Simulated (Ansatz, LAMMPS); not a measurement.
## Zn2+ triflate in diglyme and dimethoxyethane and a fluorinated ether (TTE) at 300 K (108 atoms): support functions against a reference

Wanted: errors and times of a linear-scaling basis for Zn2+ triflate in diglyme and dimethoxyethane and a fluorinated ether (TTE) at 300 K (108 atoms). A setting counts as converged where the r.m.s. difference of forces stays under 1 % of the r.m.s. force.

Calculated with Ansatz 0.2.0; Kohn-Sham DFT, PBE+D4, PAW (set soft_2), plane waves.

Report form: the programs' logs are mostly left out.

## 1. Starting point

The cell holds 108 atoms: 26 C, 15 O, 42 H, 22 F, 2 S and 1 Zn. Cell: a = 11.049 Å, b = 11.049 Å, c = 11.049 Å, α = 90.0°, β = 90.0°, γ = 90.0°. 1 diglyme, 2 dimethoxyethane, 2 a fluorinated ether (TTE), 1 Zn2+, 2 triflate placed at random, at 1.41 g/cm³; overlaps pushed apart, then 10 ps at 550 K with divalent ions of Li, Roberts, Chakravorty and Merz (J. Chem. Theory Comput. 9, 2733 (2013)); MMFF94 bonds, angles, torsions, charges and radii (Halgren, J. Comput. Chem. 17, 490 (1996)) in harmonic and 12-6 forms; charges of ions scaled by 0.8. Snapshot after 30 ps at 300 K and fixed volume.

Limits known from the start: The network of contacts between molecules at the start is that of the classical potential that made the cell, and needn't be the one that DFT or experiment would give. The density was typed from a rule of thumb and may lie off the real one at this temperature. Sampling is at Γ alone, for a cell whose shortest periodic width is 11 Å.

## 2. How the cell was made

A classical potential supplies the starting structure, since it reaches far longer times than DFT.

This step: classical MD, divalent ions of Li, Roberts, Chakravorty and Merz (J. Chem. Theory Comput. 9, 2733 (2013)); MMFF94 bonds, angles, torsions, charges and radii (Halgren, J. Comput. Chem. 17, 490 (1996)) in harmonic and 12-6 forms; charges of ions scaled by 0.8 (LAMMPS 22 Jul 2025 - Update 4).

Contents of in.lmp:

```
# Zn2+ triflate in diglyme and dimethoxyethane and a fluorinated ether (TTE)
units real
atom_style full
boundary p p p
bond_style harmonic
angle_style harmonic
dihedral_style opls
improper_style harmonic
special_bonds lj 0 0 0.5 coul 0 0 0.75
read_data data.lmp
neigh_modify delay 0 every 1 check yes one 4000
comm_modify cutoff 12.0
timestep 0.5
thermo_style custom step time temp pe press density
thermo_modify norm yes
# push overlapping molecules apart
pair_style soft 2.6
pair_coeff * * 0.0
variable a equal ramp(1,60)
fix ad all adapt 1 pair soft a * * v_a
velocity all create 550 33853 mom yes dist gaussian
fix lim all nve/limit 0.03
fix lan all langevin 550 550 50 33854 zero yes
thermo 1000
run 3000 post no
unfix ad
pair_style lj/cut/coul/long 9.0
pair_modify mix arithmetic tail yes
pair_coeff 1 1 0.0678 3.3680   # C
pair_coeff 2 2 0.0763 3.0430   # O
pair_coeff 3 3 0.0216 2.5400   # H
pair_coeff 4 4 0.0801 2.5590   # F
pair_coeff 5 5 0.0763 3.0960   # O
pair_coeff 6 6 0.2681 3.4180   # S
# [... 19 lines left out ...]
compute msd all msd com yes
thermo 7500
fix md all nvt temp 300 300 100
run 30000 post no
print "== T300: mean square displacement over the hold $(c_msd[4]:%.2f) A^2"
unfix md
uncompute msd
write_dump all custom T300.dump id type xs ys zs modify sort id
```

Launch:

```console
lmp -in in.lmp -log none -nocite
```

It took 19 s on 1 thread of Arm Neoverse V1, shared host; peak memory 0.12 GiB.

The input also reads data.lmp (atoms, bonds and types; not printed here).

## 3. Plane-wave single point

The first run uses the default basis; a harder plane-wave run follows as the reference for the support functions.

Contents of input.yaml:

```yaml
crystal:
  lattice:
    - [11.0489, 0.0, 0.0]
    - [0.0, 11.0489, 0.0]
    - [0.0, 0.0, 11.0489]
  atoms:
    - { symbol: C, position: [0.82891, 0.47181, 0.7583] }
    - { symbol: O, position: [0.90508, 0.46949, 0.86863] }
    - { symbol: C, position: [0.90433, 0.57835, 0.93083] }
    - { symbol: C, position: [0.96921, 0.67802, 0.85447] }
    - { symbol: O, position: [0.98017, 0.79367, 0.91056] }
    - { symbol: C, position: [0.02261, 0.88585, 0.83328] }
    - { symbol: C, position: [0.00366, 0.001, 0.90628] }
    - { symbol: O, position: [0.07136, 0.10273, 0.85648] }
    - { symbol: C, position: [0.04057, 0.21019, 0.91765] }
    - { symbol: H, position: [0.83347, 0.38583, 0.71557] }
    - { symbol: H, position: [0.74051, 0.49822, 0.77613] }
    - { symbol: H, position: [0.86825, 0.52519, 0.68157] }
    - { symbol: H, position: [0.95773, 0.56706, 0.01557] }
    - { symbol: H, position: [0.81264, 0.61452, 0.95215] }
    - { symbol: H, position: [0.05961, 0.65076, 0.81841] }
    - { symbol: H, position: [0.91622, 0.6877, 0.77497] }
    - { symbol: H, position: [0.95091, 0.88625, 0.75711] }
    - { symbol: H, position: [0.11032, 0.86703, 0.79994] }
    - { symbol: H, position: [0.90579, 0.01463, 0.89234] }
    - { symbol: H, position: [0.02371, 0.99815, 0.01017] }
    - { symbol: H, position: [0.06482, 0.20952, 0.01607] }
    - { symbol: H, position: [0.10943, 0.26575, 0.87756] }
    - { symbol: H, position: [0.94792, 0.24377, 0.89211] }
    - { symbol: F, position: [0.02187, 0.51922, 0.32501] }
    - { symbol: C, position: [0.08909, 0.52191, 0.43484] }
    - { symbol: F, position: [0.02279, 0.59299, 0.51573] }
    - { symbol: C, position: [0.10054, 0.40048, 0.48722] }
    - { symbol: F, position: [0.15333, 0.32797, 0.40592] }
    - { symbol: F, position: [0.16818, 0.38894, 0.59017] }
    - { symbol: O, position: [0.99063, 0.34055, 0.50933] }
    - { symbol: C, position: [0.01805, 0.22617, 0.56652] }
    - { symbol: C, position: [0.90902, 0.13772, 0.57339] }
    - { symbol: F, position: [0.82387, 0.18716, 0.65003] }
    - { symbol: F, position: [0.94636, 0.02883, 0.61803] }
    - { symbol: C, position: [0.86755, 0.11222, 0.43765] }
    - { symbol: F, position: [0.96144, 0.07477, 0.37105] }
    - { symbol: F, position: [0.83452, 0.21726, 0.38301] }
    - { symbol: H, position: [0.17735, 0.5667, 0.43182] }
    - { symbol: H, position: [0.04842, 0.25561, 0.65334] }
    - { symbol: H, position: [0.08519, 0.17513, 0.51888] }
    - { symbol: H, position: [0.79079, 0.04611, 0.42726] }
    - { symbol: F, position: [0.34912, 0.84607, 0.59246] }
    - { symbol: C, position: [0.47069, 0.86453, 0.62177] }
    - { symbol: F, position: [0.47872, 0.86735, 0.74853] }
    - { symbol: C, position: [0.55339, 0.76382, 0.56871] }
    - { symbol: F, position: [0.67707, 0.77707, 0.58979] }
    - { symbol: F, position: [0.51787, 0.65217, 0.60083] }
    - { symbol: O, position: [0.54938, 0.77048, 0.43554] }
    - { symbol: C, position: [0.58916, 0.65938, 0.38486] }
    - { symbol: C, position: [0.73327, 0.63742, 0.38707] }
    - { symbol: F, position: [0.76352, 0.53398, 0.32249] }
    - { symbol: F, position: [0.77555, 0.60756, 0.50199] }
    - { symbol: C, position: [0.80284, 0.74542, 0.34136] }
    - { symbol: F, position: [0.78969, 0.84612, 0.41408] }
    - { symbol: F, position: [0.77892, 0.7749, 0.22323] }
    - { symbol: H, position: [0.49888, 0.95159, 0.5817] }
    - { symbol: H, position: [0.56336, 0.65722, 0.29361] }
    - { symbol: H, position: [0.54547, 0.57745, 0.41797] }
    - { symbol: H, position: [0.90154, 0.71933, 0.34165] }
    - { symbol: C, position: [0.69527, 0.98336, 0.1281] }
    - { symbol: O, position: [0.5767, 0.02671, 0.15361] }
    - { symbol: C, position: [0.49928, 0.92396, 0.15682] }
    - { symbol: C, position: [0.39083, 0.96426, 0.22731] }
    - { symbol: O, position: [0.35977, 0.09369, 0.20177] }
    - { symbol: C, position: [0.24006, 0.11859, 0.23214] }
    - { symbol: H, position: [0.74823, 0.05874, 0.0956] }
    - { symbol: H, position: [0.69308, 0.91468, 0.0615] }
    - { symbol: H, position: [0.73354, 0.95805, 0.21379] }
    - { symbol: H, position: [0.5426, 0.84733, 0.20705] }
    - { symbol: H, position: [0.47835, 0.8925, 0.06275] }
    - { symbol: H, position: [0.31508, 0.90493, 0.20846] }
    - { symbol: H, position: [0.41696, 0.96883, 0.32007] }
    - { symbol: H, position: [0.22612, 0.09156, 0.32097] }
    - { symbol: H, position: [0.22467, 0.21398, 0.21867] }
    - { symbol: H, position: [0.17692, 0.07403, 0.172] }
    - { symbol: C, position: [0.73439, 0.31794, 0.1841] }
    - { symbol: O, position: [0.64287, 0.25883, 0.12137] }
    - { symbol: C, position: [0.65737, 0.27498, 0.99105] }
    [... 24 atom lines left out ...]
    - { symbol: O, position: [0.51769, 0.50083, 0.10733] }
    - { symbol: C, position: [0.29261, 0.51483, 0.0261] }
    - { symbol: F, position: [0.17529, 0.49337, 0.05302] }
    - { symbol: F, position: [0.31094, 0.45682, 0.91178] }
    - { symbol: F, position: [0.3077, 0.63126, 0.00274] }
    - { symbol: Zn, position: [0.49114, 0.19227, 0.16588] }
kpoints:
  mp_grid: { grid: [1, 1, 1] }
hamiltonian:
  xc: pbe
  dispersion: d4
scf:
  occupations: { method: fixed }
output:
  forces: true
  stress: true
  populations: intrinsic
  dos:
    method: { smearing: { sigma: 0.1 } }
    de: 0.1
    projected: { site_lists: { C: [C], F: [F], H: [H], O: [O], S: [S] } }
  eigenvalues: true
  write_density: true
  write_potential: true
  volumetric_format: npy
  elf: true
```

Launch:

```console
ansatz run input.yaml --threads 4 --pin off --max-ram 15872MiB --backend cpu --events-out ev --progress --plain --runs-dir out
```

Wall time 23 s (4 threads of Arm Neoverse V1, shared host); peak memory 1.6 GiB; 86 s of CPU time.

The program notes that the exchange-correlation potential is rough where the density is thin.

Read from the output:

```yaml
free_energy: -38590.9852 eV
free_energy_per_atom: -357.3239 eV/atom
scf_cycles: 10
pressure: 2.152 GPa
r_m_s_force_component: 1.013 eV/Å
longest_force: 4.849 eV/Å
fermi_energy: -0.3188 eV
spacing_of_highest_filled_and_lowest_empty_level: 4.514 eV
```

The r.m.s. force component of 1.0 eV/Å sets the scale for the differences below.

## 4. Plane waves at 750 eV (750 eV)

The grid of the support functions holds more waves than the default cutoff, so they are judged against a harder plane-wave run.

input.yaml, the sections that differ from step 3:

```yaml
output:
  forces: true
  eigenvalues: true
basis:
  ecutwfc: "750 eV"
# crystal, kpoints, hamiltonian, scf: as in step 3
```

It took 25 s on 4 threads; peak memory 3.2 GiB; 97 s of CPU time.

Forces differ from the reference by 5.4 meV/Å r.m.s., 0.53 % of their size, within a tolerance of 1 %; the energy by -4.8 meV/atom.

## 5. Support functions medium

With localised support functions most steps grow linearly with size, though the diagonalisation grows faster unless the density matrix is cut; this run measures error and cost at this size. Besides, the program derives a nominal cutoff of 631 eV for this run, against the reference's 750.

This step: Kohn-Sham DFT, PBE+D4, PAW (set soft_2), localised support functions (medium) (Ansatz 0.2.0).

input.yaml, the sections that differ from step 4:

```yaml
scf:
  occupations: { method: fixed }
  eigensolver: { kind: { support_functions: { accuracy: medium } } }
  max_iter: 150
# crystal, kpoints, hamiltonian, output: as in step 4
# basis: removed
```

Wall time 3.2 min (4 threads); peak memory 4.8 GiB; 12 min of CPU time.

The program notes that the band table was not solved further than the SCF left it and it switched symmetry off.

Keys that differ from the reference: basis.ecutwfc removed, support_functions.accuracy = "medium" and scf.max_iter = 150.

Forces differ from the reference by 0.61 meV/Å r.m.s., 0.060 % of their size, well within a tolerance of 1 %; the energy by -0.92 meV/atom. It took 7.7 times the reference's time (shared host, so rough).

## 6. Support functions low

With localised support functions most steps grow linearly with size, though the diagonalisation grows faster unless the density matrix is cut; this run measures error and cost at this size. Besides, the program derives a nominal cutoff of 420 eV for this run, against the reference's 750.

This step: Kohn-Sham DFT, PBE+D4, PAW (set soft_2), localised support functions (low) (Ansatz 0.2.0).

input.yaml, the sections that differ from step 5:

```yaml
scf:
  occupations: { method: fixed }
  eigensolver: { kind: { support_functions: { accuracy: low } } }
  max_iter: 150
# crystal, kpoints, hamiltonian, output: as in step 5
```

Elapsed: 2.7 min, on 4 threads; peak memory 4.5 GiB.

Keys that differ from the reference: basis.ecutwfc removed, support_functions.accuracy = "low" and scf.max_iter = 150.

Forces differ from the reference by 0.70 meV/Å r.m.s., 0.069 % of their size, well within a tolerance of 1 %; the energy by -0.92 meV/atom. It took 6.6 times the reference's time (shared host, so rough).

## 7. Support functions high

The cell is solved in localised support functions. Besides, the program derives a nominal cutoff of 795 eV for this run, against the reference's 750.

This step: Kohn-Sham DFT, PBE+D4, PAW (set soft_2), localised support functions (high) (Ansatz 0.2.0).

input.yaml, the sections that differ from step 6:

```yaml
scf:
  occupations: { method: fixed }
  eigensolver: { kind: { support_functions: { accuracy: high } } }
  max_iter: 150
# crystal, kpoints, hamiltonian, output: as in step 6
```

Wall time 17 min (4 threads); peak memory 12 GiB.

Keys that differ from the reference: basis.ecutwfc removed, support_functions.accuracy = "high" and scf.max_iter = 150.

Forces differ from the reference by 0.47 meV/Å r.m.s., 0.046 % of their size, well within a tolerance of 1 %; the energy by -0.98 meV/atom. It took 40 times the reference's time (shared host, so rough).

## 8. Support functions medium, radius 3.42 Å

The radius confines each support function; a larger one gives more freedom and more work per atom. Besides, the program derives a nominal cutoff of 631 eV for this run, against the reference's 750.

This step: Kohn-Sham DFT, PBE+D4, PAW (set soft_2), localised support functions (medium) (Ansatz 0.2.0).

input.yaml, the sections that differ from step 7:

```yaml
scf:
  occupations: { method: fixed }
  eigensolver: { kind: { support_functions: { accuracy: medium, radius: 3.42 } } }
  max_iter: 150
# crystal, kpoints, hamiltonian, output: as in step 7
```

Run time: 3.2 min. Hardware: 4 threads; peak memory 4.5 GiB; 13 min of CPU time.

Keys that differ from the reference: basis.ecutwfc removed, support_functions.accuracy = "medium", support_functions.radius = 3.42 and scf.max_iter = 150.

Forces differ from the reference by 0.70 meV/Å r.m.s., 0.070 % of their size, well within a tolerance of 1 %; the energy by -0.92 meV/atom. It took 7.8 times the reference's time (shared host, so rough).

## 9. Support functions medium, radius 3.7 Å

input.yaml, the sections that differ from step 8:

```yaml
scf:
  occupations: { method: fixed }
  eigensolver: { kind: { support_functions: { accuracy: medium, radius: 3.7 } } }
  max_iter: 150
# crystal, kpoints, hamiltonian, output: as in step 8
```

Run time: 3.8 min. Hardware: 4 threads; peak memory 5.1 GiB.

Keys that differ from the reference: basis.ecutwfc removed, support_functions.accuracy = "medium", support_functions.radius = 3.7 and scf.max_iter = 150.

Forces differ from the reference by 0.58 meV/Å r.m.s., 0.057 % of their size, well within a tolerance of 1 %; the energy by -0.92 meV/atom. It took 9.1 times the reference's time (shared host, so rough).

## 10. Support functions medium, radius 3.95 Å

input.yaml, the sections that differ from step 9:

```yaml
scf:
  occupations: { method: fixed }
  eigensolver: { kind: { support_functions: { accuracy: medium, radius: 3.95 } } }
  max_iter: 150
# crystal, kpoints, hamiltonian, output: as in step 9
```

The job ended after 4.6 min (4 threads; peak memory 5.5 GiB; 18 min of CPU time).

Keys that differ from the reference: basis.ecutwfc removed, support_functions.accuracy = "medium", support_functions.radius = 3.95 and scf.max_iter = 150.

Forces differ from the reference by 0.49 meV/Å r.m.s., 0.048 % of their size, well within a tolerance of 1 %; the energy by -0.92 meV/atom. It took 11 times the reference's time (shared host, so rough).

## 11. Support functions medium, radius 4.23 Å

input.yaml, the sections that differ from step 10:

```yaml
scf:
  occupations: { method: fixed }
  eigensolver: { kind: { support_functions: { accuracy: medium, radius: 4.23 } } }
  max_iter: 150
# crystal, kpoints, hamiltonian, output: as in step 10
```

Run time: 5.8 min. Hardware: 4 threads; peak memory 6.1 GiB.

Keys that differ from the reference: basis.ecutwfc removed, support_functions.accuracy = "medium", support_functions.radius = 4.23 and scf.max_iter = 150.

Forces differ from the reference by 0.42 meV/Å r.m.s., 0.042 % of their size, well within a tolerance of 1 %; the energy by -0.92 meV/atom. It took 14 times the reference's time (shared host, so rough).

## 12. Support functions medium, radius 4.76 Å

input.yaml, the sections that differ from step 11:

```yaml
scf:
  occupations: { method: fixed }
  eigensolver: { kind: { support_functions: { accuracy: medium, radius: 4.76 } } }
  max_iter: 150
# crystal, kpoints, hamiltonian, output: as in step 11
```

It took 9.1 min on 4 threads; peak memory 7.5 GiB.

Keys that differ from the reference: basis.ecutwfc removed, support_functions.accuracy = "medium", support_functions.radius = 4.76 and scf.max_iter = 150.

Forces differ from the reference by 0.39 meV/Å r.m.s., 0.039 % of their size, well within a tolerance of 1 %; the energy by -0.92 meV/atom. It took 22 times the reference's time (shared host, so rough).

## 13. Support functions medium, radius 5.29 Å

input.yaml, the sections that differ from step 12:

```yaml
scf:
  occupations: { method: fixed }
  eigensolver: { kind: { support_functions: { accuracy: medium, radius: 5.29 } } }
  max_iter: 150
# crystal, kpoints, hamiltonian, output: as in step 12
```

Run time: 14 min. Hardware: 4 threads; peak memory 9.5 GiB; 56 min of CPU time.

Keys that differ from the reference: basis.ecutwfc removed, support_functions.accuracy = "medium", support_functions.radius = 5.29 and scf.max_iter = 150.

Forces differ from the reference by 0.39 meV/Å r.m.s., 0.038 % of their size, well within a tolerance of 1 %; the energy by -0.92 meV/atom. It took 34 times the reference's time (shared host, so rough).

## 14. Support functions medium, radius 3.0 Å

The radius confines each support function; a larger one gives more freedom and more work per atom.

input.yaml, the sections that differ from step 13:

```yaml
scf:
  occupations: { method: fixed }
  eigensolver: { kind: { support_functions: { accuracy: medium, radius: 3.0 } } }
  max_iter: 150
# crystal, kpoints, hamiltonian, output: as in step 13
```

It took 8.5 s on 4 threads; peak memory 0.54 GiB; 27 s of CPU time.

The program refuses radii under 3.35 Å for these atoms at this level.

## 15. The ladder side by side

Each row is set against the plane-wave reference (Kohn-Sham DFT, PBE+D4, PAW (set soft_2), plane waves; r.m.s. force component 1.01 eV/Å). Energies are set beside the reference only for runs with its functional, potentials and electron count. Times are for 4 threads of Arm Neoverse V1, shared host. The reference's time includes the DOS, ELF, the stress and grids, which some other runs skip.

```
                           run  Δ force, r.m.s. (meV/Å)  share of r.m.s. force (%)  Δ energy (meV/atom)  Δ gap (eV)  cycles  time  host memory (GiB)
                     reference                        -                          -                    -           -      10  23 s                1.6
plane waves at 750 eV (750 eV)                     5.38                      0.531                -4.84      6.0e-4      10  25 s                3.2
```

(Part 1 of 2 ends here.)

[Logs are printed without paths, hosts, clocks, repeated set-up lines and the standing remarks that a program may print on its own settings, such as how far it seeks lower states.]

[Hosts, paths, dates, database ids (printed as entryN), source tags and the programs' standing remarks are cut or masked in the printed files.]

[The MMFF94 radii named for the starting cell were scaled by 0.96; in molecules described by MMFF94, hydrogen bound to N, O or S took a small fixed 12-6 site in their place.]
